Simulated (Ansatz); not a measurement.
**LiAlF4 (built on the sites of a database entry of RbAlF4): a soft mode frozen in**

Which phase does LiAlF4 (built on the sites of a database entry of RbAlF4) fall into along its unstable mode, and how much energy does it gain?

Main program and level: Ansatz 0.2.0; DFT PBEsol, scalar-relativistic, plane waves, PAW.

Report form: the programs' logs are mostly left out.

The structure was built from a prototype and need not be the compound's stable phase.

## Step 1: The structure

It takes space group P4/mmm (No. 123, tetragonal). The conventional cell has a = 3.566 Å, b = 3.566 Å, c = 6.060 Å, α = 90.00°, β = 90.00°, γ = 90.00°. Nearest to Li lie 8 F at 2.81 Å. Nearest to Al lie 6 F at 1.78 to 1.79 Å. F has 2 Al at 1.78 Å nearest. F has 1 Al at 1.79 Å nearest. Farther neighbours and most contacts between anions are not listed.

## Step 2: The dispersion

The cell comes from relaxations at this level that are not shown. The mesh has a single point along some directions, so zone-edge points there are not solved. Linear response on a 2×2×1 q mesh gives force constants as far as a supercell of that size would, and the tensors from the zone-centre run are typed in so that the long-range dipole term is interpolated apart.

The input, input.yaml:

```yaml
crystal:
  lattice:
    - [3.5663032145, 0.0, 0.0]
    - [0.0, 3.5663032145, 0.0]
    - [0.0, 0.0, 6.060049296]
  atoms:
    - { symbol: Li, position: [0.5, 0.5, 0.5] }
    - { symbol: Al, position: [0.0, 0.0, 0.0] }
    - { symbol: F, position: [0.5, 0.0, 0.0] }
    - { symbol: F, position: [0.0, 0.5, 0.0] }
    - { symbol: F, position: [0.0, 0.0, 0.2953455764] }
    - { symbol: F, position: [0.0, 0.0, 0.7046544236] }
kpoints:
  mp_grid: { grid: [6, 6, 4] }
hamiltonian:
  xc: pbesol
scf:
  occupations: { method: fixed }
output:
  eigenvalues: true
phonons:
  method: dfpt
  qmesh: [2, 2, 1]
  temperatures: { t_max: 1000, t_step: 50 }
  qpath:
    path:
      - [[0.0, 0.0, 0.0], [0.0, 0.5, 0.0], [0.5, 0.5, 0.0], [0.0, 0.0, 0.0], [0.0, 0.0, 0.5], [0.0, 0.5, 0.5], [0.5, 0.5, 0.5], [0.0, 0.0, 0.5]]
      - [[0.0, 0.5, 0.0], [0.0, 0.5, 0.5]]
      - [[0.5, 0.5, 0.0], [0.5, 0.5, 0.5]]
    npoints: 10
  non_analytic_term:
    high_frequency_dielectric_tensor: [[1.9023, 0.0, 0.0], [0.0, 1.9023, 0.0], [0.0, 0.0, 1.8479]]
    born_effective_charges:
      - { species: Li, tensor: [[1.1816, 0.0, 0.0], [0.0, 1.1816, 0.0], [0.0, 0.0, 1.2351]] }
      - { species: Al, tensor: [[2.9142, 0.0, 0.0], [0.0, 2.9142, 0.0], [0.0, 0.0, 2.5798]] }
      - { species: F, tensor: [[-1.6471, 0.0, 0.0], [0.0, -0.6832, 0.0], [0.0, 0.0, -0.683]] }
      - { species: F, tensor: [[-0.6832, 0.0, 0.0], [0.0, -1.6471, 0.0], [0.0, 0.0, -0.683]] }
      - { species: F, tensor: [[-0.8827, 0.0, 0.0], [0.0, -0.8827, 0.0], [0.0, 0.0, -1.2244]] }
      - { species: F, tensor: [[-0.8827, 0.0, 0.0], [0.0, -0.8827, 0.0], [0.0, 0.0, -1.2244]] }
    source: "zone-centre run at this cell"
```

Started as:

```
ansatz run input.yaml --threads 8 --pin off --max-ram 14336MiB --backend cpu --events-out ev --progress --plain --runs-dir out
```

Wall time 36 s (8 threads of Arm Neoverse V1, shared host); peak memory 0.61 GiB; 4.4 min of CPU time.

A gap read on the k-mesh alone can miss the band edges.

This step gave:

```
gap on the k-mesh                                             : 5.781 eV
volume per atom                                               : 12.85 Å³
sum-rule residual before enforcement                          : 0.01194 eV/Å²
point group                                                   : 4/mmm
highest optical mode at the zone centre (no LO-TO term)       : 706.4 cm⁻¹
lowest optical zone-centre mode                               : -247.0 cm⁻¹
lowest mode on the q mesh (acoustic modes at Γ apart)         : -247.0 cm⁻¹
highest frequency at a solved wavevector (no LO-TO term at Γ) : 713.9 cm⁻¹
```

Frequencies (cm⁻¹) solved at each irreducible wavevector; negative means imaginary. Frequencies by wavevector, by row:

```
q in reciprocal lattice units  star  mode 1  mode 2  mode 3  mode 4  mode 16  mode 17  mode 18
                        0 0 0     1    -247    -247   -51.8       0    614.2    706.4    706.4
                     0 -0.5 0     2  -237.6  -198.1    44.4      60    612.9    668.9    702.5
                  -0.5 -0.5 0     1  -198.3  -198.3  -134.9  -127.6      585    587.6    713.9
```

Symmetry leaves 3 wavevectors to solve. The lowest mode among them, the acoustic zeros apart, lies at Γ and is imaginary, 247.0i cm⁻¹, so the energy falls along it.

## Step 3: The mode frozen in, largest atomic shift 0 Å

The mode followed lies at Γ with frequency 247.0i cm⁻¹ and is 2-fold degenerate, the softest among the wavevectors solved. At small amplitude the distorted cell has space group no. 25 by a symmetry search on the positions. The undistorted cell that holds it gives the zero of energy on the same k mesh.

input.yaml, the sections that differ from step 2:

```yaml
scf:
  occupations: { method: gaussian, width: 0.02 }
output:
  forces: true
  stress: true
  eigenvalues: true
# crystal, kpoints, hamiltonian: as in step 2
# phonons: removed
```

The job ended after 0.57 s (8 threads; peak memory 0.4 GiB).

This step gave:

```yaml
pressure: 0.005404 GPa
energy_from_the_undistorted_cell: 0 meV/atom
```

At this level the gap is 5.78 eV on the k-mesh of the self-consistent run, which can miss the band edges.

## Step 4: The mode frozen in, largest atomic shift 0.6 Å

The atoms are moved along the unstable eigenvector, the largest shift by 0.6 Å, with the cell fixed.

input.yaml, the sections that differ from step 3:

```yaml
crystal:
  lattice:
    - [3.5663032145, 0.0, 0.0]
    - [0.0, 3.5663032145, 0.0]
    - [0.0, 0.0, 6.060049296]
  atoms:
    - { symbol: Li, position: [0.6682414433, 0.5, 0.5] }
    - { symbol: Al, position: [-0.0055560485, 0.0, 0.0] }
    - { symbol: F, position: [0.4925743321, 0.0, 0.0] }
    - { symbol: F, position: [-0.0028729253, 0.5, 0.0] }
    - { symbol: F, position: [-0.0216341354, 0.0, 0.2953455764] }
    - { symbol: F, position: [-0.0216341354, 0.0, 0.7046544236] }
# kpoints, hamiltonian, scf, output: as in step 3
```

It took 1.2 s on 8 threads; peak memory 0.48 GiB; 7.9 s of CPU time.

This step gave:

```yaml
pressure: 0.1654 GPa
gap_on_the_k_mesh: 5.971 eV
energy_from_the_undistorted_cell: -44.29 meV/atom
```

The energy, extrapolated to zero smearing, is -44.29 meV/atom against the undistorted cell.

The run ends at a pressure of 0.17 GPa, with forces up to 0.69 eV/Å.

## Step 5: Energy along the mode, all amplitudes (two of the runs are shown above)

An imaginary frequency means negative curvature, so the energy should fall and then rise again as anharmonic terms take over.

Numbers from this step:

- depth at the lowest point sampled: 44.29 meV/atom
- largest atomic shift at that point: 0.6 Å

Table of energy from the parent by largest atomic shift:

| largest atomic shift (Å) | energy from the parent (meV/atom) |
| --- | --- |
| 0.000 | 0 |
| 0.040 | -0.228 |
| 0.080 | -0.912 |
| 0.140 | -2.78 |
| 0.220 | -6.78 |
| 0.320 | -14.0 |
| 0.450 | -26.6 |
| 0.600 | -44.3 |

Displacement at unit largest shift by atom:

```
atom  x (Å)  y (Å)  z (Å)  size
 Li1   1.00   0.00   0.00  1.00
 Al2  -0.03   0.00   0.00  0.03
  F3  -0.04   0.00   0.00  0.04
  F4  -0.02   0.00   0.00  0.02
  F5  -0.13   0.00   0.00  0.13
  F6  -0.13   0.00   0.00  0.13
```

The lowest of the steps tried is the last one, at 0.6 Å, 44.3 meV/atom below the parent; the bottom of the well need not coincide with a step.

## Step 6: Relaxing from the distorted cell

Starting from the lowest point found, all atoms and the cell are let go, so that strain and other modes of the same symmetry can join in.

input.yaml, as its differences from that of step 4:

```diff
@@ -17,3 +17,3 @@
 scf:
-  occupations: { method: gaussian, width: 0.02 }
+  occupations: { method: fixed }
 output:
@@ -22 +22,6 @@
   eigenvalues: true
+relax:
+  adjacent_minimum: "off"
+  f_tol: 0.002
+  max_steps: 120
+  cell: { stress_tol: 0.03 }
```

It took 19 s on 8 threads; peak memory 0.53 GiB.

The steps of the relaxation:

```csv
step,energy less that of the first step (eV),largest force component (eV/Å),pressure (GPa),volume (Å³)
1,0.0000,0.6894,0.17,77.07
2,-0.1683,0.7129,-0.07,77.51
3,-0.3310,0.6165,-0.25,77.85
4,-0.4800,0.4347,0.01,77.26
5,-0.5594,0.1885,0.21,77.63
6,-0.5818,0.0520,-0.23,77.78
7,-0.5829,0.0068,0.03,77.62
8,-0.5828,0.0005,0.00,77.63
9*,-0.5885,0.0005,0.13,77.63
10,-0.5882,0.0013,0.03,77.77
11,-0.5881,0.0010,0.00,77.80
12*,-0.5888,0.0011,0.01,77.80
13,-0.5887,0.0001,0.00,77.81
14*,-0.5888,0.0001,0.00,77.81
```

Relaxation steps marked * repeat the geometry before them on a plane-wave basis chosen anew for their cell, so energy and pressure can jump there.

The run keeps the 4 symmetry operations that it works with, so distortions that break them were not tested.

```
     cell as run  before  after  change
           a (Å)   3.566  3.675  +3.1 %
           b (Å)   3.566  3.510  -1.6 %
           c (Å)   6.060  6.032  -0.5 %
volume (Å³/atom)   12.85  12.97  +1.0 %
```

The atoms that moved most (Å, as changes of fractional coordinates times the final cell):

| atom | dx | dy | dz | length |
| --- | --- | --- | --- | --- |
| Li1 | 0.980 | 0.000 | 0.000 | 0.980 |
| F4 | -0.229 | 0.000 | 0.000 | 0.229 |
| Al2 | -0.219 | 0.000 | 0.000 | 0.219 |
| F3 | -0.212 | 0.000 | 0.000 | 0.212 |
| F6 | -0.160 | 0.000 | -0.013 | 0.160 |
| F5 | -0.160 | 0.000 | 0.013 | 0.160 |

Final coordinates:

```xyz
6
Lattice="3.6751 0.0000 0.0000 0.0000 3.5098 0.0000 0.0000 0.0000 6.0324" Properties=species:S:1:pos:R:3 pbc="T T T"
Li    3.4357    1.7549    3.0162
Al   -0.2394    0.0000    0.0000
F     1.5981    0.0000    0.0000
F    -0.2394    1.7549    0.0000
F    -0.2394    0.0000    1.7942
F    -0.2394    0.0000    4.2382
```

This step gave:

| Property | Result |
| --- | --- |
| pressure | 5.43e-5 GPa |
| gap on the k-mesh | 6.463 eV |
| volume per atom | 12.97 Å³ |

The distorted start has space group Pmm2; the relaxation ends in Pmmm.

## Step 7: The new phase in its own primitive cell

The relaxed structure is symmetrised, reduced to its primitive cell and relaxed tightly, as its phonons need.

input.yaml, the sections that differ from step 6:

```yaml
crystal:
  lattice:
    - [3.5098356576, 0.0, 0.0]
    - [0.0, 3.6751277923, 0.0]
    - [0.0, 0.0, 6.0323551045]
  atoms:
    - { symbol: Li, position: [0.5, 0.0, 0.5] }
    - { symbol: Al, position: [0.0, 0.0, 0.0] }
    - { symbol: F, position: [0.0, 0.5, 0.0] }
    - { symbol: F, position: [0.5, 0.0, 0.0] }
    - { symbol: F, position: [0.0, 0.0, 0.297423543] }
    - { symbol: F, position: [0.0, 0.0, 0.702576457] }
relax:
  adjacent_minimum: "off"
  f_tol: 0.001
  max_steps: 60
  cell: { stress_tol: 0.01 }
# kpoints, hamiltonian, scf, output: as in step 6
```

The job ended after 1.9 s (8 threads; peak memory 0.45 GiB).

Little changed from the start: no atom moved by 0.005 Å and no cell edge by 0.1 %.

This step gave:

```
pressure           : 3.55e-5 GPa
direct gap on mesh : 7.078 eV
```

The largest force component left is 0.092 meV/Å and the pressure is 0.000 GPa, within the tolerances set. The cell now holds 12.97 Å³/atom.

## Step 8: Modes of the new phase

A relaxed structure may still be a saddle point, so its zone-centre modes are computed. The response to a homogeneous field gives the Born charges and the dielectric tensor, and its change with displacement the Raman tensors.

input.yaml, as its differences from that of step 7:

```diff
@@ -19,9 +19,7 @@
 output:
-  forces: true
-  stress: true
   eigenvalues: true
-relax:
-  adjacent_minimum: "off"
-  f_tol: 0.001
-  max_steps: 60
-  cell: { stress_tol: 0.01 }
+phonons:
+  method: dfpt
+  dielectric: true
+  rigid_motions: translations
+  raman: true
```

Run time: 98 s. Hardware: 8 threads; peak memory 1.6 GiB.

Numbers from this step:

| Quantity | Value |
| --- | --- |
| sum-rule residual before enforcement | 0.01160 eV/Å² |
| miss of the charge sum rule | 6.67e-5 e |
| point group | mmm |
| highest optical mode at the zone centre (no LO-TO term) | 776.2 cm⁻¹ |
| lowest optical zone-centre mode | -144.0 cm⁻¹ |
| mean high-frequency dielectric constant | 1.805 |
| largest Born charge (third of the trace) | 2.813 e |
| top of the zone-centre spectrum with the field | 867.1 cm⁻¹ |

Without the LO-TO term. Patterns of degenerate modes are one choice out of their space. Modes at Γ, with each element's share of the kinetic energy (negative means imaginary):

```csv
mode,frequency (cm⁻¹),symmetry,Li %,Al %,F %
1,-144.0,B3u,93,1,6
2,0.0,acoustic,6,25,69
3,0.0,acoustic,6,25,69
4,0.0,acoustic,6,25,69
5,166.0,B2u,29,3,69
6,166.3,B1u,63,3,34
7,187.3,B2g,0,0,100
8,197.6,B3g,0,0,100
9,200.7,B3u,1,1,98
10,221.4,B1u,10,0,89
11,224.0,B2u,55,12,34
12,296.0,B2u,10,45,45
13,342.2,B3u,0,44,56
14,411.9,B1u,16,8,76
15,541.1,Ag,0,0,100
16,576.8,B2u,0,16,84
17,610.8,B1u,4,64,32
18,776.2,B3u,0,30,70
```

Displacements in mode 1 (-144.0 cm⁻¹), the largest set to 1:
```
Li1  1.00  0.00  0.00
Al2 -0.05  0.00  0.00
F3  -0.04  0.00  0.00
F4  -0.06  0.00  0.00
F5  -0.10  0.00  0.00
F6  -0.10  0.00  0.00
```

Displacements in mode 10 (221.4 cm⁻¹), the largest set to 1:
```
Li1  0.00  0.00 -0.67
Al2  0.00  0.00 -0.06
F3   0.00  0.00  1.00
F4   0.00  0.00 -0.64
F5   0.00  0.00 -0.01
F6   0.00  0.00 -0.01
```

Optical modes at the zone centre, without and with the macroscopic field of the longitudinal modes; each column is sorted by frequency, so a row need not hold one and the same mode. Modes with and without the field, by row:

```
rank among optical modes  no field (cm⁻¹)  q along (1, 0, 0) (cm⁻¹)  q along (0, 1, 0) (cm⁻¹)  q along (0, 0, 1) (cm⁻¹)
                       1             -144                     157.7                      -144                      -144
                       2              166                       166                     166.3                       166
                       3            166.3                     166.3                     170.3                     187.3
                       4            187.3                     187.3                     187.3                     197.6
                       5            197.6                     197.6                     197.6                     200.7
                       6            200.7                     204.3                     200.7                     214.1
                       7            221.4                     221.4                     221.4                       224
                       8              224                       224                     224.9                       296
                       9              296                       296                     342.2                       341
                      10            342.2                     411.9                     411.9                     342.2
                      11            411.9                     438.2                     419.6                     425.6
                      12            541.1                     541.1                     541.1                     541.1
                      13            576.8                     576.8                     610.8                     576.8
                      14            610.8                     610.8                     686.3                     716.7
                      15            776.2                     867.1                     776.2                     776.2
```

Born charge (rows field, columns displacement) (e), principal values of the symmetric part by kind of site:

```
atom  atoms with these values    low  middle   high   mean
 Li1                        1   0.82    1.23   1.24   1.10
 Al2                        1   2.55    2.92   2.97   2.81
  F3                        1  -1.67   -0.68  -0.64  -1.00
  F4                        1  -1.62   -0.68  -0.67  -0.99
  F5                        2  -1.24   -0.92  -0.73  -0.96
```

In full for F5:

```
-0.92  0.00  0.00
 0.00 -0.73  0.00
 0.00  0.00 -1.24
```

High-frequency dielectric tensor:

```
1.83 0.00 0.00
0.00 1.80 0.00
0.00 0.00 1.79
```

Transverse modes; imaginary modes are left out. Lines of the infrared spectrum (strongest = 100):

```csv
position (cm⁻¹),lines merged,relative intensity
166,2,89
187,1,0.0
198,1,0.0
201,1,0.7
221,1,12
224,1,1.3
296,1,100
342,1,49
412,1,5.6
541,1,0.0
577,1,66
611,1,74
776,1,89
```

Activity x (w_L - w)^4 (n + 1)/w, 532 nm, 300 K; imaginary modes are left out; modes without the macroscopic field alone. Raman lines, with heights relative to the strongest:

```
position (cm⁻¹)  lines merged  relative intensity
            166             2                 0.0
            187             1                  18
            198             1                  17
            201             1                 0.0
            221             1                 0.0
            224             1                 0.0
            296             1                 0.0
            342             1                 0.0
            412             1                 0.0
            541             1                 100
            577             1                 0.0
            611             1                 0.0
            776             1                 0.0
```

Before it was imposed, the acoustic sum rule was missed by 0.012 eV/Å² and the charge sum rule by 6.7e-5 e. Small misses are needed for a sound result but don't prove that mesh and cutoff are converged. The lowest optical mode is imaginary, 144.0i cm⁻¹, so the energy falls along it.

## Step 9: Summary of results

| Item | Value |
| --- | --- |
| unstable mode of the parent | q = (0, 0, 0), 247i cm⁻¹ |
| depth at the lowest point sampled | 44.3 meV/atom |
| largest atomic shift at that point | 0.6 Å |
| space group reached (within 0.01 Å) | Pmmm |
| energy gained over the parent (first relaxation, on the mesh of the frozen mode) | 142 meV/atom |
| volume per atom, phase reached | 13.0 Å³ |
| gap on the k-mesh, phase reached | 6.46 eV |
| lowest optical zone-centre mode, phase reached | -144 cm⁻¹ |
| highest optical mode at the zone centre (no LO-TO term), phase reached | 776 cm⁻¹ |

In words: Along this mode the structure falls into Pmmm, 142 meV/atom below the parent. At the parent's cell the well is 44.29 meV/atom deep on the steps tried, with its lowest point at a shift of 0.6 Å. That is the last step tried, so the steps alone don't bracket the bottom of the well. Relaxing atoms and cell changes the gain by +98.13 meV/atom against the lowest step (energies at zero smearing). Most of the total comes from this relaxation. The new phase still has an imaginary mode at the zone centre of its cell, so it is a saddle point on the way to a lower structure. Of the 4 patterns followed to their end from this parent, this one ends 3.16 meV/atom above the lowest, Pmm2. Each path keeps the symmetry of its pattern, so a lower phase may lie along a pattern not tried. The q mesh is too sparse to interpolate, so only the solved wavevectors are given. The program warns that the interpolation holds no quadrupole term, so branches close to Γ can be off in this crystal. The starting cell was built on a prototype and not taken from a measurement, so the phase need not exist.

[Logs are printed without paths, hosts, clocks, repeated set-up lines and the standing remarks that a program may print on its own settings, such as how far it seeks lower states.]

[Hosts, paths, dates, database ids (printed as entryN), source tags and the programs' standing remarks are cut or masked in the printed files.]
